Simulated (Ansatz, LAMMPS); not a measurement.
# Elastic response of amorphous 63GeO2-24PbO-13Al2O3 (mol %) (115 atoms)

How stiff is amorphous 63GeO2-24PbO-13Al2O3 (mol %) (115 atoms), and how do its levels respond to strain?

Main program and level: Ansatz 0.2.0; Kohn-Sham DFT, RPBE, PAW (set soft_2), plane waves.

## (1) The starting structure

The cell holds 115 atoms: 24 Ge, 9 Pb, 10 Al and 72 O. Its edges and angles: a = 11.937 Å, b = 11.937 Å, c = 11.937 Å, α = 90.0°, β = 90.0°, γ = 90.0°. 115 atoms (24 Ge, 9 Sr, 10 Al, 72 O) placed at random at 3.86 g/cm³, melted at 5000 K for 10 ps at fixed volume with the Morse and Coulomb pair potential with partial charges (Pedone, Malavasi, Menziani, Cormack and Segre, J. Phys. Chem. B 110, 11780 (2006)). Quenched from 5000 K to 300 K at 30 K/ps and fixed volume, held 10 ps at zero pressure, then minimised at fixed cell. Then Sr was replaced by Pb and the cell scaled by 1.008 (the potential has no terms for the new elements, so the cell is a start for a DFT relaxation).

What the set-up can't give: The quench rate of 30 K/ps is many orders above laboratory rates, so the cell is likely richer in defects and strain than a real sample. The starting topology of bonds comes from the classical model, and needn't be the one that DFT or experiment would give. Sampling is at Γ alone. The levels lack spin–orbit coupling, which is large for the heavy elements here.

## (2) Single point at the start

A single point comes first, to see the forces before anything moves.

Contents of input.yaml:

```yaml
crystal:
  lattice:
    - [11.93747, 0.0, 0.0]
    - [0.0, 11.93747, 0.0]
    - [0.0, 0.0, 11.93747]
  atoms:
    - { symbol: Ge, position: [0.92039, 0.6086, 0.77374] }
    - { symbol: Ge, position: [0.9626, 0.40787, 0.42713] }
    - { symbol: Ge, position: [0.17945, 0.77975, 0.34199] }
    - { symbol: Ge, position: [0.46364, 0.74628, 0.60059] }
    - { symbol: Ge, position: [0.27019, 0.84677, 0.99841] }
    - { symbol: Ge, position: [0.00975, 0.94453, 0.17484] }
    - { symbol: Ge, position: [0.41723, 0.63186, 0.34966] }
    - { symbol: Ge, position: [0.6848, 0.30696, 0.3221] }
    - { symbol: Ge, position: [0.42937, 0.66068, 0.08177] }
    - { symbol: Ge, position: [0.93536, 0.7031, 0.03406] }
    - { symbol: Ge, position: [0.05028, 0.90234, 0.8263] }
    - { symbol: Ge, position: [0.61737, 0.38652, 0.69924] }
    - { symbol: Ge, position: [0.17056, 0.54559, 0.71701] }
    - { symbol: Ge, position: [0.80678, 0.22135, 0.83914] }
    - { symbol: Ge, position: [0.06624, 0.54278, 0.22598] }
    - { symbol: Ge, position: [0.59733, 0.15609, 0.52699] }
    - { symbol: Ge, position: [0.38908, 0.02531, 0.39725] }
    - { symbol: Ge, position: [0.76401, 0.93636, 0.85012] }
    - { symbol: Ge, position: [0.86583, 0.31496, 0.10278] }
    - { symbol: Ge, position: [0.10196, 0.18938, 0.05247] }
    - { symbol: Ge, position: [0.21337, 0.88212, 0.58892] }
    - { symbol: Ge, position: [0.25023, 0.43652, 0.4745] }
    - { symbol: Ge, position: [0.38158, 0.21133, 0.99507] }
    - { symbol: Ge, position: [0.68562, 0.7648, 0.36144] }
    - { symbol: Pb, position: [0.13277, 0.17034, 0.40589] }
    - { symbol: Pb, position: [0.95337, 0.71616, 0.52193] }
    - { symbol: Pb, position: [0.20004, 0.47507, 0.9828] }
    - { symbol: Pb, position: [0.66544, 0.5335, 0.19825] }
    - { symbol: Pb, position: [0.35423, 0.24844, 0.67083] }
    - { symbol: Pb, position: [0.86733, 0.06673, 0.46501] }
    - { symbol: Pb, position: [0.43745, 0.9734, 0.76836] }
    - { symbol: Pb, position: [0.35699, 0.34835, 0.23313] }
    - { symbol: Pb, position: [0.69406, 0.0306, 0.20608] }
    - { symbol: Al, position: [0.49778, 0.45521, 0.92626] }
    - { symbol: Al, position: [0.68819, 0.78299, 0.07442] }
    - { symbol: Al, position: [0.06192, 0.29293, 0.78776] }
    - { symbol: Al, position: [0.66982, 0.66394, 0.71284] }
    - { symbol: Al, position: [0.38558, 0.67839, 0.83298] }
    - { symbol: Al, position: [0.75224, 0.53258, 0.49979] }
    - { symbol: Al, position: [0.38657, 0.0401, 0.17437] }
    - { symbol: Al, position: [0.75172, 0.52308, 0.94832] }
    - { symbol: Al, position: [0.65456, 0.89559, 0.59057] }
    - { symbol: Al, position: [0.123, 0.08829, 0.67816] }
    - { symbol: O, position: [0.93406, 0.26908, 0.42644] }
    - { symbol: O, position: [0.02252, 0.61135, 0.10454] }
    - { symbol: O, position: [0.89338, 0.49168, 0.52154] }
    - { symbol: O, position: [0.96437, 0.68365, 0.89328] }
    - { symbol: O, position: [0.14271, 0.86169, 0.93368] }
    - { symbol: O, position: [0.1081, 0.42276, 0.44335] }
    - { symbol: O, position: [0.86142, 0.49821, 0.84432] }
    - { symbol: O, position: [0.06414, 0.05448, 0.09386] }
    - { symbol: O, position: [0.67306, 0.05224, 0.58927] }
    - { symbol: O, position: [0.42747, 0.58631, 0.95409] }
    - { symbol: O, position: [0.17261, 0.45612, 0.18628] }
    - { symbol: O, position: [0.50433, 0.42146, 0.78282] }
    - { symbol: O, position: [0.71486, 0.89469, 0.98234] }
    - { symbol: O, position: [0.11575, 0.88067, 0.2563] }
    - { symbol: O, position: [0.48883, 0.68668, 0.73449] }
    - { symbol: O, position: [0.1025, 0.65567, 0.31176] }
    - { symbol: O, position: [0.28838, 0.94444, 0.45711] }
    - { symbol: O, position: [0.3287, 0.51047, 0.37989] }
    - { symbol: O, position: [0.71513, 0.87801, 0.44855] }
    - { symbol: O, position: [0.04223, 0.60699, 0.69176] }
    - { symbol: O, position: [0.71898, 0.42508, 0.39857] }
    - { symbol: O, position: [0.62743, 0.72734, 0.5856] }
    - { symbol: O, position: [0.56068, 0.69259, 0.33724] }
    - { symbol: O, position: [0.47633, 0.98108, 0.28549] }
    - { symbol: O, position: [0.57732, 0.2779, 0.6049] }
    - { symbol: O, position: [0.46792, 0.10802, 0.48527] }
    - { symbol: O, position: [0.55058, 0.73621, 0.07409] }
    - { symbol: O, position: [0.76223, 0.08141, 0.83697] }
    - { symbol: O, position: [0.29703, 0.72283, 0.07208] }
    - { symbol: O, position: [0.11779, 0.43206, 0.79123] }
    - { symbol: O, position: [0.29781, 0.30196, 0.4691] }
    - { symbol: O, position: [0.31226, 0.10164, 0.29232] }
    - { symbol: O, position: [0.92485, 0.25022, 0.76252] }
    - { symbol: O, position: [0.24943, 0.20342, 0.06491] }
    - { symbol: O, position: [0.32137, 0.79087, 0.63685] }
    [... 31 atom lines left out ...]
    - { symbol: O, position: [0.71443, 0.80805, 0.22283] }
    - { symbol: O, position: [0.62243, 0.46301, 0.99563] }
    - { symbol: O, position: [0.14604, 0.23023, 0.68413] }
    - { symbol: O, position: [0.67976, 0.61611, 0.8481] }
    - { symbol: O, position: [0.4596, 0.1379, 0.09363] }
    - { symbol: O, position: [0.07373, 0.04443, 0.80783] }
kpoints:
  mp_grid: { grid: [1, 1, 1] }
hamiltonian:
  xc: rpbe
scf:
  occupations: { method: gaussian, width: 0.025 }
output:
  forces: true
```

On the command line:

```
$ ansatz run input.yaml --threads 8 --pin off --max-ram 15872MiB --backend cpu --events-out ev --progress --plain --runs-dir out
```

Log:

```text
[...]
Pseudopotentials: kind: paw
Pseudopotential: Ge, paw, valence charge 14, recommended cutoff 420 eV (normal), Ge.paw.azcp
Pseudopotential: Pb, paw, valence charge 14, recommended cutoff 420 eV (normal), Pb.paw.azcp
Pseudopotential: Al, paw, valence charge 3, recommended cutoff 420 eV (normal), Al.paw.azcp
Pseudopotential: O, paw, valence charge 6, recommended cutoff 420 eV (normal), O.paw.azcp
[... 5 lines on functional and potentials left out ...]
Crystal: 115 atoms, lattice volume = 1701.128 Å³
Basis set: ecut = 420 eV, 33131 PW (Γ), exchange–correlation on 160×160×160 points (8 copies of the dense FFT grid, shifted against one another)
Bands: 577, of which v1, the nominal top of the filled ones, is band 462 counted from 1 (461 counted from 0)
Symmetry: 1 space group operations
Space group: P1 (ITA 1), of the structure as read, at distance tolerance 1.2e-4 Å
k-points: 1
[... 13 lines on functional and potentials left out ...]
Initial density: superposition of atomic densities (neutral atoms: chi_scale 0, normalization atom), corrected by the library's trained network
Initial wavefunctions: pseudopotential atomic-orbital guess
[...]
SCF iter   1: F=—  HF=-256913.520171 eV  |F-HF|=—  |Δ(HF+E_count)|=         —  Δρ=5.18e-3  dr2=5.42e-1  ethr=1.77e-3  ⟨swp⟩=6.0  Hψ=2341  notcnv=0  defer=26
preconditioner: auto → Resta (q_TF=auto, 2.464 Å⁻¹)  ε∞=3.0  [insulator: Δε(μ)=1.847 eV  Ē_g=19.206 eV  σ=0.025 eV  W_gap=1.00  n_scr=436 (ndim 8)  ℏωp=27.4 eV  f_vac=0.147  D(μ)=0.00/eV (n_scr^D=0)  ε∞_Penn≈3.0]
SCF iter   2: F=—  HF=-256913.433403 eV  |F-HF|=—  |Δ(HF+E_count)|=   8.68e-2  Δρ=2.59e-3  dr2=7.17e-2  ethr=5.87e-5  ⟨swp⟩=2.0  Hψ=898  notcnv=0  defer=107
SCF iter   3: F=—  HF=-256913.434312 eV  |F-HF|=—  |Δ(HF+E_count)|=   9.09e-4  Δρ=1.13e-3  dr2=2.39e-2  ethr=7.76e-6  ⟨swp⟩=2.0  Hψ=705  notcnv=0  defer=65
automatic band count: iteration 3 solves 535 bands in place of 577: the levels show a gap, and the empty bands left out lie too high to hold charge; the band table lists the bands solved (type scf.n_extra_bands for more)
SCF iter   4: F=—  HF=-256913.437622 eV  |F-HF|=—  |Δ(HF+E_count)|=   3.31e-3  Δρ=5.82e-4  dr2=5.93e-3  ethr=2.58e-6  ⟨swp⟩=2.0  Hψ=767  notcnv=0  defer=65
SCF iter   5: F=—  HF=-256913.437558 eV  |F-HF|=—  |Δ(HF+E_count)|=   6.40e-5  Δρ=2.03e-4  dr2=7.39e-4  ethr=6.42e-7  ⟨swp⟩=2.0  Hψ=759  notcnv=0  defer=65
[...]
SCF iter  10: F=—  HF=-256913.438791 eV  |F-HF|=—  |Δ(HF+E_count)|=   1.59e-6  Δρ=4.10e-6  dr2=2.72e-7  ethr=9.51e-11  ⟨swp⟩=2.0  Hψ=926  notcnv=0  defer=65
SCF iter  11: F=-256913.438791 eV  HF=-256913.438791 eV  |F-HF|=6.52e-8  |Δ(HF+E_count)|=   2.25e-7  Δρ=1.38e-6  dr2=3.12e-8  ethr=1.08e-11  ⟨swp⟩=4.0  Hψ=1666  notcnv=0
SCF 1 converged in 11 iterations: F = -256913.438791 eV  dr2 = 3.12e-8
[...]
SCF converged after 11 iterations
Free energy (F): -256913.438791 eV
Harris-Foulkes:  -256913.438791 eV  (|F-HF|=6.52e-8)
Internal energy: -256913.438791 eV  (E = F + TS)
E sigma→0 (E₀):  -256913.438791 eV
Fermi energy:    6.841182 eV
--- Per-component energies (eV) ---
[...]
Σ components = -256913.438791   (vs F -256913.438791, Δ=0.00e0)
--- Forces (eV/Å), atoms counted from 1 ---
  atom   1  Ge    -1.39096969    -1.13594851     2.14002112
  atom   2  Ge     0.39523353     0.17058050    -0.61512653
  atom   3  Ge     0.29453338    -0.62866864    -1.09723594
  atom   4  Ge     0.51995000     1.04632597    -0.99254191
[...]
atom 115  O     -0.18084803     1.03476860     0.71683446
  max |Σ_I F_I| component: 1.73e-4 eV/Å
```

Run time: 14 s. Hardware: 8 threads of Arm Neoverse V2, shared host; peak memory 2.7 GiB.

The r.m.s. force at the start is 0.85 eV/Å.

[end of part 1 of 5]

[Long decimals in the printed logs are rounded to 6 places.]

[Logs are printed without paths, hosts, clocks, repeated set-up lines and the standing remarks that a program may print on its own settings, such as how far it seeks lower states.]

[Hosts, paths, dates, database ids (printed as entryN), source tags and the programs' standing remarks are cut or masked in the printed files.]
